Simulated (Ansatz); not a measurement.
# Nb-Ti-Nb stack of (111) layers: lattice stability ahead of a resistivity run

The plan: relax Nb-Ti-Nb stack of (111) layers, check its phonons, and, if the lattice is stable, compute its Eliashberg function and ρ(T).

Program: Ansatz 0.2.0. Level of theory: DFT PBEsol, scalar-relativistic, plane waves, PAW; PAW set soft_1. Results are calculated unless marked as measured.

This is a report of a sequence of runs, with most program output left out.

## (1) The starting structure

The cell holds 3 atoms: 2 Nb and 1 Ti. Cell: a = 2.923 Å, b = 2.923 Å, c = 15.773 Å, α = 90.0°, β = 90.0°, γ = 120.0°. Vacuum lies along c.

## (2) Relaxation

The structure is brought to rest under this functional.

input.yaml reads:

```yaml
crystal:
  lattice:
    - [2.92265, 0.0, 0.0]
    - [-1.46133, 2.53109, 0.0]
    - [0.0, 0.0, 15.77267]
  atoms:
    - { symbol: Nb, position: [0.0, 0.0, 0.34870435] }
    - { symbol: Ti, position: [0.33333333, 0.66666667, 0.5] }
    - { symbol: Nb, position: [0.66666667, 0.33333333, 0.65129565] }
  periodic: [true, true, false]
kpoints:
  mp_grid: { grid: [12, 12, 1] }
hamiltonian:
  xc: pbesol
  pseudopotentials: { kind: paw, azcp: { folder: soft_1 }, xc_functional: pbe }
scf:
  occupations: { method: gaussian, width: 0.1 }
output:
  forces: true
  stress: true
  eigenvalues: true
relax:
  adjacent_minimum: "off"
  f_tol: 0.005
  max_steps: 80
  cell: { stress_2d_tol: 0.02 }
```

Run with:

```console
> ansatz run input.yaml --threads 4 --pin off --max-ram 12288MiB --backend cpu --events-out ev --progress --plain --runs-dir out
```

Wall time 20 s (4 threads of Arm Neoverse V1, shared host); peak memory 0.6 GiB.

The steps of the relaxation:

| step | energy less that of the first step (eV) | largest force component (eV/Å) | volume (Å³) |
| --- | --- | --- | --- |
| 1 | 0.0000 | 0.3312 | 246.67 |
| 2 | -0.0354 | 0.9390 | 223.21 |
| 3 | -0.1742 | 0.1034 | 230.21 |
| 4 | -0.1829 | 0.0431 | 227.49 |
| 5 | -0.1843 | 0.0017 | 226.07 |
| 6 | -0.1843 | 0.0005 | 225.99 |
| 7* | -0.1838 | 0.0006 | 225.99 |

Relaxation steps marked * repeat the geometry before them on a plane-wave basis chosen anew for their cell, so energy and pressure can jump there.

The run keeps the 12 symmetry operations that it works with, so distortions that break them were not tested.

| cell as run | before | after | change |
| --- | --- | --- | --- |
| a (Å) | 2.923 | 2.797 | -4.3 % |
| b (Å) | 2.923 | 2.797 | -4.3 % |

The atoms that moved most (Å, along periodic axes as changes of fractional coordinates times the final cell, across vacuum about the mean position):

| atom | dx | dy | dz | length |
| --- | --- | --- | --- | --- |
| Nb3 | 0.000 | 0.000 | 0.036 | 0.036 |
| Nb1 | 0.000 | 0.000 | -0.036 | 0.036 |

The relaxed structure:

```xyz
3
Lattice="2.7974 0.0000 0.0000 -1.3987 2.4226 0.0000 0.0000 0.0000 33.3453" Properties=species:S:1:pos:R:3
Nb    0.0000    0.0000    5.4642
Ti    0.0000    1.6151    7.8863
Nb    1.3987    0.8075   10.3085
```

Numbers from this step:

```yaml
metallic_on_mesh: yes
gap_on_the_k_mesh: 0 eV
```

The relaxation ends with a largest force component of 6.2e-4 eV/Å.

## (3) Relaxing tightly for phonons

Residual forces and stress shift phonon frequencies, so the cell is relaxed again, with tight thresholds and the mesh and smearing of this input.

input.yaml, the sections that differ from step 2:

```yaml
crystal:
  lattice:
    - [2.7974279191, 2.7631e-06, 0.0]
    - [-1.3987163524, 2.4226422617, 0.0]
    - [0.0, 0.0, 33.3453454395]
  atoms:
    - { symbol: Nb, position: [0.0, 0.0, 0.1638673285] }
    - { symbol: Ti, position: [0.3333333333, 0.6666666667, 0.2365048224] }
    - { symbol: Nb, position: [0.6666666667, 0.3333333333, 0.3091423162] }
  periodic: [true, true, false]
scf:
  occupations: { method: methfessel_paxton, width: 0.2 }
relax:
  adjacent_minimum: "off"
  f_tol: 0.001
  max_steps: 60
  cell: { stress_2d_tol: 0.002 }
# kpoints, hamiltonian, output: as in step 2
```

Wall time 12 s (4 threads); peak memory 0.58 GiB.

Little changed from the start: no atom moved by 0.005 Å and no cell edge by 0.1 %.

## (4) Phonons: q 2×2×1, k 6×6×1

Before any scattering is computed, the phonons show whether the structure is a minimum.

input.yaml reads:

```yaml
crystal:
  lattice:
    - [2.7952896671, 2.761e-06, 0.0]
    - [-1.3976472246, 2.4207904822, 0.0]
    - [0.0, 0.0, 33.3453454395]
  atoms:
    - { symbol: Nb, position: [0.0, 0.0, 0.1637815898] }
    - { symbol: Ti, position: [0.3333333333, 0.6666666667, 0.2365048224] }
    - { symbol: Nb, position: [0.6666666667, 0.3333333333, 0.3092280549] }
  periodic: [true, true, false]
kpoints:
  mp_grid: { grid: [6, 6, 1] }
hamiltonian:
  xc: pbesol
  pseudopotentials: { kind: paw, azcp: { folder: soft_1 }, xc_functional: pbe }
scf:
  occupations: { method: methfessel_paxton, width: 0.2 }
output:
  eigenvalues: true
phonons:
  method: dfpt
  qmesh: [2, 2, 1]
  temperatures: { t_max: 1000, t_step: 50 }
  qpath:
    path:
      - [0.0, 0.0, 0.0]
      - [0.5, 0.0, 0.0]
      - [0.33333333, 0.33333333, 0.0]
      - [0.0, 0.0, 0.0]
    npoints: 10
```

The job ended after 68 s (4 threads; peak memory 0.9 GiB).

This step gave:

| Item | Value |
| --- | --- |
| share of imaginary modes in the plain interpolation between solved wavevectors | 0.069 |
| highest frequency, solved or plainly interpolated | 310.6 cm⁻¹ |

Solved on the 2×2×1 mesh alone; all other wavevectors are interpolated. Phonon branches along the path, in cm⁻¹:

| point | branch 1 | branch 2 | branch 3 | branch 4 | branch 5 | branch 6 | branch 7 | branch 8 | branch 9 |
| --- | --- | --- | --- | --- | --- | --- | --- | --- | --- |
| Γ | -80 | -80 | -36 | -36 | 0 | 0 | 0 | 123 | 255 |
| halfway | -40 | -25 | 79 | 92 | 119 | 128 | 146 | 223 | 237 |
| M | 58 | 92 | 113 | 116 | 131 | 182 | 197 | 230 | 310 |
| halfway | 88 | 103 | 122 | 129 | 141 | 180 | 220 | 221 | 299 |
| K | 91 | 128 | 128 | 150 | 150 | 166 | 211 | 268 | 268 |
| halfway | 19 | 66 | 86 | 91 | 130 | 141 | 170 | 231 | 240 |
| Γ | -80 | -80 | -36 | -36 | 0 | 0 | 0 | 123 | 255 |

Among the solved wavevectors the lowest mode, translations apart, is -79.9 cm⁻¹, imaginary.

## (5) Phonons: q 3×3×1, k 9×9×1

An imaginary mode on so few k-points may come from the sampling, so the phonons are repeated with another q and k mesh.

input.yaml: that of step 4 with these lines changed.

```diff
@@ -11,3 +11,3 @@
 kpoints:
-  mp_grid: { grid: [6, 6, 1] }
+  mp_grid: { grid: [9, 9, 1] }
 hamiltonian:
@@ -21,3 +21,3 @@
   method: dfpt
-  qmesh: [2, 2, 1]
+  qmesh: [3, 3, 1]
   temperatures: { t_max: 1000, t_step: 50 }
```

Elapsed: 4.1 min, on 4 threads; peak memory 1.5 GiB.

Numbers from this step:

```yaml
share_of_imaginary_modes_in_the_plain_interpolation_between_solved_wavevectors: 0.2953
highest_frequency_solved_or_plainly_interpolated: 321 cm⁻¹
```

Solved on the 3×3×1 mesh alone; all other wavevectors are interpolated. The phonon branches at the labelled points (cm⁻¹):

| point | branch 1 | branch 2 | branch 3 | branch 4 | branch 5 | branch 6 | branch 7 | branch 8 | branch 9 |
| --- | --- | --- | --- | --- | --- | --- | --- | --- | --- |
| Γ | -95 | -95 | -18 | -18 | 0 | 0 | 0 | 118 | 240 |
| halfway | -85 | -54 | -54 | 43 | 64 | 114 | 154 | 228 | 248 |
| M | -95 | -68 | 22 | 42 | 106 | 166 | 188 | 236 | 321 |
| halfway | -122 | -108 | 54 | 96 | 142 | 182 | 208 | 222 | 304 |
| K | -146 | -146 | 71 | 153 | 181 | 181 | 195 | 264 | 264 |
| halfway | -82 | -64 | -41 | 67 | 73 | 148 | 156 | 244 | 244 |
| Γ | -95 | -95 | -18 | -18 | 0 | 0 | 0 | 118 | 240 |

Lowest modes at the softest wavevector of the mesh. The modes at q = (-0.333, -0.333, 0.000) (shares of kinetic energy by element, %) (negative means imaginary):

| mode | frequency (cm⁻¹) | Nb % | Ti % |
| --- | --- | --- | --- |
| 1 | -145.7 | 97 | 3 |
| 2 | -145.7 | 97 | 3 |
| 3 | 70.7 | 75 | 25 |
| 4 | 153.3 | 100 | 0 |
| 5 | 180.7 | 96 | 4 |
| 6 | 180.7 | 96 | 4 |

Displacements in mode 2 (-145.7 cm⁻¹), the largest set to 1, in the home cell (x, y, z of the real part, then of the imaginary part):
```
Nb1  0.00  0.02  0.98 -0.02  0.00  0.21
Ti2  0.03  0.29  0.00 -0.05  0.04  0.00
Nb3 -0.02 -0.01 -0.38 -0.01  0.02  0.58
```

Displacements in mode 3 (70.7 cm⁻¹), the largest set to 1, in the home cell (x, y, z of the real part, then of the imaginary part):
```
Nb1  0.00 -0.63  0.00 -0.63  0.00  0.00
Ti2  0.00  0.00 -1.00  0.00  0.00  0.00
Nb3 -0.54  0.31  0.00 -0.31 -0.54  0.00
```

The modes has structure finer than the step of the table below, so its rows give means over 10 cm⁻¹, whole bins alone (the curve runs from -156 to 340 cm⁻¹). Peaks (cm⁻¹: height): Nb -84.1: 0.0398, -65.4: 0.0413, -46.7: 0.0236, 59.3: 0.0344, 106.0: 0.0171, 180.8: 0.0331, 243.1: 0.0144; Ti -84.1: 0.0121, 59.3: 0.00866, 106.0: 0.00872, 124.7: 0.0101, 168.3: 0.0142, 246.3: 0.0327, 286.8: 0.0168.

Phonopy on the run's constants, 21x21x1 mesh, Gaussian sigma 3.5 cm⁻¹. Modes against wavenumber; means over each step; values in 1/cm⁻¹/cell:

| wavenumber (cm⁻¹) | Nb | Ti |
| --- | --- | --- |
| -150 | 0.00180 | 6.2e-5 |
| -140 | 0.00782 | 3.2e-4 |
| -130 | 0.00979 | 5.1e-4 |
| -120 | 0.0101 | 6.9e-4 |
| -110 | 0.0118 | 0.00106 |
| -100 | 0.0145 | 0.00221 |
| -90 | 0.0248 | 0.00720 |
| -80 | 0.0339 | 0.00824 |
| -70 | 0.0350 | 0.00399 |
| -60 | 0.0264 | 0.00218 |
| -50 | 0.0208 | 7.9e-4 |
| -40 | 0.0198 | 0.00144 |
| -30 | 0.00862 | 6.0e-4 |
| -20 | 0.00313 | 2.0e-4 |
| -10 | 0.00635 | 5.4e-4 |
| 0 | 0.00269 | 2.2e-4 |
| 10 | 0.00369 | 4.3e-4 |
| 20 | 0.00576 | 4.8e-4 |
| 30 | 0.0132 | 0.00130 |
| 40 | 0.0222 | 0.00247 |
| 50 | 0.0278 | 0.00550 |
| 60 | 0.0328 | 0.00765 |
| 70 | 0.0224 | 0.00446 |
| 80 | 0.0126 | 0.00454 |
| 90 | 0.0104 | 0.00472 |
| 100 | 0.0114 | 0.00608 |
| 110 | 0.0131 | 0.00582 |
| 120 | 0.0109 | 0.00629 |
| 130 | 0.0130 | 0.00641 |
| 140 | 0.0131 | 0.00735 |
| 150 | 0.0173 | 0.00837 |
| 160 | 0.0190 | 0.0107 |
| 170 | 0.0217 | 0.0123 |
| 180 | 0.0288 | 0.00800 |
| 190 | 0.0148 | 0.00660 |
| 200 | 0.00482 | 0.00960 |
| 210 | 0.00385 | 0.00911 |
| 220 | 0.00491 | 0.0104 |
| 230 | 0.0104 | 0.0186 |
| 240 | 0.0136 | 0.0268 |
| 250 | 0.00832 | 0.0207 |
| 260 | 5.3e-4 | 0.00484 |
| 270 | 3.5e-4 | 0.00632 |
| 280 | 5.6e-4 | 0.0117 |
| 290 | 6.4e-4 | 0.0148 |
| 300 | 4.5e-4 | 0.0116 |
| 310 | 3.6e-4 | 0.0101 |
| 320 | 1.9e-4 | 0.00554 |
| 330 | 9.6e-6 | 3.1e-4 |

No LO-TO term; unit eigenvectors of the mass-weighted matrix. Modes at Γ, with each element's share of the kinetic energy (negative means imaginary):

| mode | frequency (cm⁻¹) | symmetry | Nb % | Ti % |
| --- | --- | --- | --- | --- |
| 1 | -95.1 | Eu | 20 | 80 |
| 2 | -95.1 | Eu | 20 | 80 |
| 3 | -18.3 | Eg | 100 | 0 |
| 4 | -18.3 | Eg | 100 | 0 |
| 5 | 0.0 | unnamed | 80 | 20 |
| 6 | 0.0 | unnamed | 80 | 20 |
| 7 | 0.0 | unnamed | 80 | 20 |
| 8 | 118.1 | A1g | 100 | 0 |
| 9 | 240.0 | A2u | 20 | 80 |

Displacements in mode 2 (-95.1 cm⁻¹), the largest set to 1:
```
Nb1  0.11 -0.26  0.00
Ti2 -0.44  1.00  0.00
Nb3  0.11 -0.26  0.00
```

Displacements in mode 3 (-18.3 cm⁻¹), the largest set to 1:
```
Nb1  0.00  1.00  0.00
Ti2  0.00  0.00  0.00
Nb3  0.00 -1.00  0.00
```

Among the solved wavevectors the lowest mode, translations apart, is -146 cm⁻¹, imaginary.

## (6) Coupling and resistivity: q 3×3×1, k 9×9×1, scattering 18×18×1

Phonons, couplings and the Boltzmann equation in one run.

input.yaml: that of step 5 with these lines changed.

```diff
@@ -30 +30,4 @@
     npoints: 10
+  electrical_resistivity:
+    mesh: [18, 18, 1]
+    temperatures: [20.0, 50.0, 77.0, 100.0, 150.0, 200.0, 300.0, 400.0, 600.0, 800.0]
```

Wall time 3.8 min (4 threads); peak memory 1.5 GiB.

The run ended with an error.

The program's message: “electrical resistivity: the mode of lowest frequency at the wavevector [0.3333, 0.3333, 0.0000] is imaginary, -145.73 cm⁻¹ (written negative): the force constants describe an unstable lattice; relax t …”

The run stops because a mode is imaginary on the scattering mesh, where no scattering rate is defined; denser k meshes, other smearings and, between solved wavevectors, finer q meshes show whether the instability is real.

## (7) Results

| Property | Result |
| --- | --- |
| phonon run of the rows without a label of their own | PBEsol, q 3×3×1, k 9×9×1 |
| softest mode on the q mesh | -146 cm⁻¹ at q = (-0.333, -0.333, 0) |
| highest frequency, solved or plainly interpolated | 321 cm⁻¹ |

In words: The lattice is dynamically unstable at this level: a mode at q = (-0.333, -0.333, 0) is imaginary, 146i cm⁻¹, so no harmonic coupling constant or resistivity is defined for this structure. These meshes are coarse, and single modes of a metal can move by tens of cm⁻¹ with the k mesh. The phonon runs are not spin-polarised. The PAW files were made for PBE; under other functionals the run regenerates their frozen core. The structure was built by hand as an ordered model, and its stability against other phases was not tested.

[Logs are printed without paths, hosts, clocks, repeated set-up lines and the standing remarks that a program may print on its own settings, such as how far it seeks lower states.]

[Hosts, paths, dates, database ids (printed as entryN), source tags and the programs' standing remarks are cut or masked in the printed files.]
